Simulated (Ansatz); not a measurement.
# O_Cl in Rb2BaCl4 (I-42d): charge-transition levels and formation energies

Aim: at which Fermi levels does O_Cl in Rb2BaCl4 (I-42d) change its charge? The model is a cell of 56 host atoms with 1 Cl taken out and 1 O put in.

Program: Ansatz 0.2.0. Level of theory: place-levels on PBEsol runs: charge-transition levels and formation energies with image-charge correction and potential alignment at the atomic sites. Results are calculated unless marked as measured.

Report form: the programs' logs are mostly left out.

## Step 1: Set-up

The cell holds 56 atoms: 16 Rb, 8 Ba, 31 Cl and 1 O. Cell: a = 13.398 Å, b = 13.398 Å, c = 13.299 Å, α = 60.2°, β = 60.2°, γ = 59.5°. It derives from Rb2BaCl4 (space group I-42d). Nearest the centre at fractional (0.324, 0.714, 0.606): O26 at 0.00 Å, Ba23 at 3.10 Å, Rb2 at 3.18 Å, Ba17 at 3.30 Å, Rb15 at 3.30 Å, Rb5 at 3.34 Å, Cl33 at 3.39 Å, Rb9 at 3.43 Å.

The host's dielectric constants go in as inputs: (2.91, 2.91, 2.87) for the electrons alone, (7.56, 7.56, 9.13) with the ions, from a response run on this crystal (DFPT, PBEsol) at that run's own cell.

The cell's shortest repeat is 13.3 Å.

## Step 2: What was run first

A transition level is the Fermi level at which two charge states cost the same, so each charge needs its own total energy, at its own relaxed structure.

Each atom starts 0.05 Å or so off its site in a random direction. Forces are taken at one point at (¼, ¼, ¼). The cell holds 1 electron more than the neutral one, with a uniform background that keeps it neutral on the whole.

The sampling was tested on the host first: at the k-points planned (1x1x1 shifted 0.25 0.25 0.25) its energy lies 0.001 eV an atom from the dense-mesh value, under the bound of 0.02 eV set for this test; that bounds the host's error, not the defect's.

One of the inputs; charge, spin and start change from state to state.

qm1.relax/input.yaml reads:

```yaml
crystal:
  lattice:
    - [0.0, 9.4038899, 9.54330863]
    - [9.4038899, 0.0, 9.54330863]
    - [9.4038899, 9.4038899, 0.0]
  atoms:
    - { symbol: Rb, position: [0.24399043, 0.38100957, 0.50600957] }
    - { symbol: Rb, position: [0.49399043, 0.63100957, 0.75600957] }
[... 2 atom lines left out ...]
    - { symbol: Rb, position: [0.13100957, 0.99399043, 0.61899043] }
    - { symbol: Rb, position: [0.38100957, 0.24399043, 0.86899043] }
[... 2 atom lines left out ...]
    - { symbol: Rb, position: [0.11899043, 0.75600957, 0.49399043] }
[... 5 atom lines left out ...]
    - { symbol: Rb, position: [0.50600957, 0.86899043, 0.38100957] }
[... 1 atom line left out ...]
    - { symbol: Ba, position: [0.125, 0.625, 0.875] }
    - { symbol: Ba, position: [0.375, 0.875, 0.125] }
[... 4 atom lines left out ...]
    - { symbol: Ba, position: [0.5, 0.5, 0.5] }
[... 2 atom lines left out ...]
    - { symbol: Cl, position: [0.32425954, 0.71419225, 0.60583896] }
[... 2 atom lines left out ...]
    - { symbol: Cl, position: [0.21419225, 0.82425954, 0.85570924] }
[... 3 atom lines left out ...]
    - { symbol: Cl, position: [0.23083896, 0.48070924, 0.69925954] }
[... 3 atom lines left out ...]
    - { symbol: Cl, position: [0.23070924, 0.98083896, 0.33919225] }
[... 4 atom lines left out ...]
    - { symbol: Cl, position: [0.33919225, 0.44925954, 0.98083896] }
    - { symbol: Cl, position: [0.58919225, 0.69925954, 0.23083896] }
[... 3 atom lines left out ...]
    - { symbol: Cl, position: [0.69925954, 0.58919225, 0.48070924] }
    - { symbol: Cl, position: [0.94925954, 0.83919225, 0.73070924] }
[... 1 atom line left out ...]
    - { symbol: Cl, position: [0.35570924, 0.60583896, 0.32425954] }
    - { symbol: Cl, position: [0.60570924, 0.85583896, 0.57425954] }
[... 2 atom lines left out ...]
    - { symbol: Cl, position: [0.35583896, 0.10570924, 0.46419225] }
    - { symbol: Cl, position: [0.60583896, 0.35570924, 0.71419225] }
    - { symbol: Cl, position: [0.85583896, 0.60570924, 0.96419225] }
  supercell: [1, 1, 1]
  defects: [{ substitution: { at: 25, symbol: O } }]
total_charge: -1
basis:
  ecutwfc: 420
  xc_grid: 2
hamiltonian:
  xc: pbesol
kpoints:
  mp_grid: { grid: [1, 1, 1], shift: [0.25, 0.25, 0.25] }
scf:
  occupations: { method: fixed }
  max_iter: 60
output:
  forces: true
  charged_corrections: { epsilon: [2.91, 2.91, 2.87], static_epsilon: [7.56, 7.56, 9.13] }
relax:
  f_tol: 0.02
  max_steps: 80
  random_displacement: { amplitude: 0.05, seed: 3154 }
checkpoint:
  write: "../qm1.relax.run"
  compress: false
  write_wavefunctions: true
  write_every: 100000
```

Command:

```sh
ansatz run input.yaml --threads 4 --pin off --max-ram 7536MiB --backend cpu --events-out ev --progress --plain --runs-dir out
```

Defect states can disperse in a cell of this size, so the energy is taken again at a 2×2×2 shifted mesh, on the relaxed structure.

The run of this state that the levels use, under PBEsol:

qm1.point/input.yaml reads:

```yaml
crystal:
  checkpoint: "../qm1.relax.run"
  host: checkpoint
total_charge: -1
basis:
  ecutwfc: 420
  xc_grid: 2
hamiltonian:
  xc: pbesol
kpoints:
  mp_grid: { grid: [2, 2, 2], shift: [0.5, 0.5, 0.5] }
scf:
  occupations: { method: fermi_dirac, width: 0.01 }
  max_iter: 60
output:
  forces: true
  eigenvalues: true
  charged_corrections:
    epsilon: [2.91, 2.91, 2.87]
    static_epsilon: [7.56, 7.56, 9.13]
    defect_position: [0.32426, 0.714192, 0.605839]
  eigenstates: { localisation: true }
  populations: true
  band_densities: [{ bands: [v1, v1] }, { bands: [c1, c1] }]
  write_density: true
  write_potential: true
  volumetric_format: npy
checkpoint:
  read: "../qm1.relax.run"
  write: "../qm1.point.run"
  compress: false
  write_wavefunctions: false
  write_every: 100000
```

Relaxations under PBEsol at one point at (¼, ¼, ¼); times on 4 threads of Arm Neoverse V2, shared host:

| charge | moment (μB) | occupations | outcome | steps | largest displacement against the far atoms (Å) | time |
| --- | --- | --- | --- | --- | --- | --- |
| −1 | 0 | fixed | converged | 10 | 0.79 | 2.7 min |
| 0 | 1 | fixed | converged | 9 | 0.94 | 6.5 min |

Single points under PBEsol at a 2×2×2 shifted mesh; times on 4 threads of Arm Neoverse V2, shared host:

| charge | moment (μB) | occupations | outcome | time |
| --- | --- | --- | --- | --- |
| −1 | 0 | fermi-dirac | converged | 2 min |
| 0 | 1 | fermi-dirac | converged | 4.5 min |

Distances (Å) from O26 to the nearest atoms after relaxation with PBEsol:

| charge | moment (μB) | 1. | 2. | 3. | 4. | 5. | 6. |
| --- | --- | --- | --- | --- | --- | --- | --- |
| −1 | 0 | Ba 2.34 | Ba 2.36 | Rb 2.79 | Cl 3.30 | Rb 3.39 | Cl 3.70 |
| 0 | 1 | Cl 2.56 | Ba 2.62 | Ba 2.63 | Rb 3.01 | Rb 3.49 | Cl 3.75 |

## Step 3: Levels against the band edges, PBEsol

A charged cell interacts with its images and the background, and its potential has another zero than the host's. place-levels removes the first by a point-charge model, screened by the static dielectric constant since the ions have relaxed around the charge, and the second by comparing potentials at atoms far from the defect.

The host is a run of the defect-free crystal in the same cutoffs, grids and k-points, so that basis and sampling errors cancel in part in the differences. Its band edges come from a run of the primitive cell that searches the zone for them. Chemical potentials are energies per atom of Cl (Cl2 molecule) and O (O2 molecule), run with the same functional and cutoff.

levels.point.yaml reads:

```yaml
host:
  run: host.point.run
  levels_from: { run: edges.point.run }
states: [qm1.point.run, q0_M1.point.run]
geometry_from:
  qm1.point.run: qm1.relax.run
  q0_M1.point.run: q0_M1.relax.run
  host.point.run: host.relax.run
chemical_potentials:
  Cl:
    energy: -1060.711994
    dataset: "<sha256 of the dataset>"
  O:
    energy: -558.282649
    dataset: "<sha256 of the dataset>"
epsilon: [2.91, 2.91, 2.87]
static_epsilon: [7.56, 7.56, 9.13]
vertical:
  - { from: qm1.point.run, to: qm1.point_neutral.run }
```

Command:

```sh
ansatz place-levels levels.point.yaml -- --threads 4 --pin off --max-ram 7536MiB
```

Wall time 0.17 s (4 threads of Arm Neoverse V2, shared host).

Under PBEsol the gap is 5.12 eV, (0/−1) 1.62 eV.

Levels between the charges placed, in eV above the valence top:

|  | gap (eV) | (0/−1) |
| --- | --- | --- |
| PBEsol | 5.12 | 1.62 |

Corrections by state:

| charge | moment (μB) | image terms and alignment (eV) | band filling (eV) | ε used | over the lowest of its charge, as the program ranks them, band filling apart (eV) |
| --- | --- | --- | --- | --- | --- |
| 0 | 1.0 | 0.000 | - | - | 0.000 |
| −1 | 0.0 | 0.263 | - | principal values (7.56, 7.56, 9.13) | 0.000 |

The charged structures listed were also run neutral, and place-levels reads from each pair, by the potential or the spins, how wide the charge is by which they differ; that can be the carrier of either run.

| charge | rms radius (Å) | spread where it is widest against the cell (Å) | wide from (Å) | reading |
| --- | --- | --- | --- | --- |
| −1 | 3.5 | 2.07 | 1.89 | wide |

The neutral runs of these pairs need not share the spin of the lowest neutral state, and very wide values only mean spread over the cell.

From the program's caveats on the states, each cut to its opening words:

- charge 0 (1 μB): its displacements don't fall off away from the defect: farther atoms stand 0.035 Å off the host's places
- charge 0 (1 μB): flagged: stability check not made
- charge −1: it parts from the run at its places by a charge that spreads by about 2.1 Å along one vector (1.9 Å or more is wide), by the spins about the atoms, where the [...]
- charge −1: its displacements don't fall off away from the defect: farther atoms stand 0.095 Å off the host's places

Chemical potentials of the elements' reference phases, run alike. Formation energies (elemental references), with the Fermi level at the valence top and at the conduction bottom (gap 5.12 eV):

| charge | at valence top (eV) | at conduction bottom (eV) | correction included (eV) |
| --- | --- | --- | --- |
| 0 | 2.59 | 2.59 | 0.00 |
| −1 | 4.21 | -0.91 | 0.26 |

(Fermi level (eV), lowest formation energy (eV)): (0.00, 2.59), (0.46, 2.59), (0.93, 2.59), (1.39, 2.59), (1.86, 2.35), (2.32, 1.89), (2.79, 1.42), (3.26, 0.95), (3.72, 0.49), (4.19, 0.02), (4.65, -0.44), (5.12, -0.91)

## Step 4: The same at the relaxations' own k-points

The relaxations' own energies give the levels at their sampling, for comparison.

levels.relax_mesh.yaml reads:

```yaml
host:
  run: host.relax.run
  levels_from: { run: edges.relax.run }
states: [qm1.relax.run, q0_M1.relax.run]
chemical_potentials:
  Cl:
    energy: -1060.711994
    dataset: "<sha256 of the dataset>"
  O:
    energy: -558.282649
    dataset: "<sha256 of the dataset>"
```

Command:

```sh
ansatz place-levels levels.relax_mesh.yaml -- --threads 4 --pin off --max-ram 7536MiB
```

The job ended after 0.07 s (4 threads).

Levels between neighbouring charges, in eV above the valence top:

|  | gap (eV) | (0/−1) |
| --- | --- | --- |
| one point at (¼, ¼, ¼) | 5.12 | 1.62 |
| a 2×2×2 shifted mesh | 5.12 | 1.62 |

Going from one point at (¼, ¼, ¼) to a 2×2×2 shifted mesh moves the levels that carry no band-filling term by up to 0.00 eV and formation energies against the elements by up to 0.00 eV.

## Step 5: Levels against the band edges, r2SCAN

r2SCAN on the same structure is run to see how far the result rests on the functional, though not on the errors that semilocal functionals share; the sampling changes too, to one point at (¼, ¼, ¼), so differences hold both changes.

qm1.r2scan/input.yaml reads:

```yaml
crystal:
  checkpoint: "../qm1.relax.run"
  host: checkpoint
total_charge: -1
basis:
  ecutwfc: 500
  xc_grid: 2
hamiltonian:
  xc: r2scan
kpoints:
  mp_grid: { grid: [1, 1, 1], shift: [0.25, 0.25, 0.25] }
scf:
  occupations: { method: fermi_dirac, width: 0.01 }
  max_iter: 60
output:
  forces: true
  eigenvalues: true
  charged_corrections:
    epsilon: [2.91, 2.91, 2.87]
    static_epsilon: [7.56, 7.56, 9.13]
    defect_position: [0.32426, 0.714192, 0.605839]
checkpoint:
  write: "../qm1.r2scan.run"
  compress: false
  write_wavefunctions: false
  write_every: 100000
```

Elapsed: 46 s, on 4 threads; peak memory 3.7 GiB.

levels.r2scan.yaml reads:

```yaml
host:
  run: host.r2scan.run
  levels_from: { run: edges.r2scan.run }
states: [qm1.r2scan.run, q0_M1.r2scan.run]
geometry_from:
  qm1.r2scan.run: qm1.relax.run
  q0_M1.r2scan.run: q0_M1.relax.run
  host.r2scan.run: host.relax.run
chemical_potentials:
  Cl:
    energy: -1083.517615
    dataset: "<sha256 of the dataset>"
  O:
    energy: -565.983079
    dataset: "<sha256 of the dataset>"
```

Command:

```sh
ansatz place-levels levels.r2scan.yaml -- --threads 4 --pin off --max-ram 7536MiB
```

Run time: 0.11 s. Hardware: 4 threads.

Under r2SCAN the gap is 6.04 eV, (0/−1) 2.24 eV.

## Step 6: Cost and result

Levels between neighbouring charges, in eV above each run's own valence top:

|  | gap (eV) | (0/−1) | CPU time a state at this stage (restarts are quicker than cold starts) |
| --- | --- | --- | --- |
| PBEsol, 2×2×2 shifted mesh | 5.12 | 1.62 | 13 min |
| r2SCAN on PBEsol structures, (¼, ¼, ¼) | 6.04 | 2.24 | 5.8 min |

## Step 7: What came out

| Property | Result |
| --- | --- |
| gap of the host | 5.12 eV (PBEsol) |
| level (0/minus 1) | 1.62 eV above the valence top |
| lowest of the charges placed, just above the valence top (0.02 eV) | 0 |
| lowest of the charges placed, just below the conduction bottom (0.02 eV) | −1 |
| lowest formation energy at mid-gap of the charges run, elemental references | 1.65 eV |

What this shows: Of the charges placed (−1 and 0), the lowest changes at 1.62 eV (0/−1) above the valence top, in a gap of 5.12 eV. Charges above 0 and below −1 were not placed, so these runs say nothing of levels that involve them. States placed: 0 at 1 μB; −1 at 0 μB. Other spin states or structures, where not listed, weren't placed. At charge 0 the atom put in ends up to 0.9 Å from its starting place, so the name tells the start alone and the levels can join different sites. O is taken at its element; compounds, which aren't counted here, bound the chemical potentials and would shift these formation energies. Going from one point at (¼, ¼, ¼) to a 2×2×2 shifted mesh moves the levels that carry no band-filling term by up to 0.00 eV and formation energies against the elements by up to 0.00 eV. Limits: PBEsol makes the gap too small and tends to spread out bound carriers; where a gas molecule sets a chemical potential or the host's formation energy, its binding is uncorrected; spin–orbit coupling, which can matter with heavy atoms, is left out.

[Logs are printed without paths, hosts, clocks, repeated set-up lines and the standing remarks that a program may print on its own settings, such as how far it seeks lower states.]

[Hosts, paths, dates, database ids (printed as entryN), source tags and the programs' standing remarks are cut or masked in the printed files.]

[Where a table of states has a column of steps, it counts the stored structures, which are thinned; the runs took as many ionic steps or more.]

[A defect's name tells the site on which it was built; relaxed atoms can leave that site.]

[For some hosts the program warned that the k-mesh of the response run may be too coarse for force constants and the static dielectric constant; such warnings are not shown here.]
